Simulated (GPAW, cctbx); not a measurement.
# What do these deviations say about the bonding?

Fe4Bi, I4/mmm (no. 139), a = 3.7271 Å, b = 3.7271 Å, c = 11.0796 Å, α = 90.00°, β = 90.00°, γ = 90.00°.

```csv
atom,mult.,x,y,z
Bi1,2,0,0,0
Fe1,4,1/2,1/2,0.1151
Fe2,4,0,1/2,1/4
```

The cell comes from substitution in a known structure type and wasn't matched to any measured phase.

Absolute values of the static structure factors of the conventional cell from DFT (PBE, GPAW) against free spherical atoms, in electrons:

| hkl | d (Å) | free atoms | crystal |
| --- | --- | --- | --- |
| 002 | 5.540 | 73.89 | 73.03 |
| 101 | 3.533 | 83.70 | 82.92 |
| 004 | 2.770 | 146.09 | 146.07 |
| 110 | 2.635 | 142.04 | 142.13 |
| 103 | 2.623 | 187.71 | 188.13 |
| 112 | 2.380 | 226.86 | 226.90 |
| 114 | 1.909 | 10.18 | 10.05 |
| 105 | 1.905 | 193.91 | 193.63 |
| 200 | 1.863 | 270.81 | 270.59 |
| 006 | 1.847 | 33.32 | 33.81 |

**Question.** Which way does charge move, and which reflections show it best?

Project each element's phase sum on the total phase. At low angle |F| should rise if density moves to atoms that scatter in phase and fall if it moves to atoms that scatter against it.

| hkl | Bi in phase | Fe in phase | change (e) | (%) |
| --- | --- | --- | --- | --- |
| 002 | +2.0 | -3.5 | -0.85 | -1.2 |
| 101 | +2.0 | -3.0 | -0.78 | -0.9 |
| 004 | +2.0 | +0.1 | -0.02 | 0.0 |
| 110 | +2.0 | 0.0 | +0.09 | +0.1 |
| 103 | +2.0 | +2.3 | +0.42 | +0.2 |
| 112 | +2.0 | +4.5 | +0.04 | 0.0 |
| 114 | -2.0 | +7.9 | -0.13 | -1.3 |
| 105 | +2.0 | +3.6 | -0.28 | -0.1 |

Low-angle reflections that set elements apart and change by more than 0.05 e: 002, 101, 110, 103 and 114. The real-space density gives Voronoi charges Bi +0.38, Fe -0.10 e. The signs that these charges predict hold for 002 and 101 and fail for 110, 103 and 114, so the simple rule can't give the direction here. The reflections see the density near the nuclei and the atoms' change of size and shape; Voronoi cells count what crosses the midplanes.

[Outputs are excerpts: Python notices, other lines and further rows are left out; steps that failed or that the build refused (PBEsol, TPSS) are not shown.]

[Logs are printed without paths, hosts, clocks, repeated set-up lines and the standing remarks that a program may print on its own settings, such as how far it seeks lower states.]
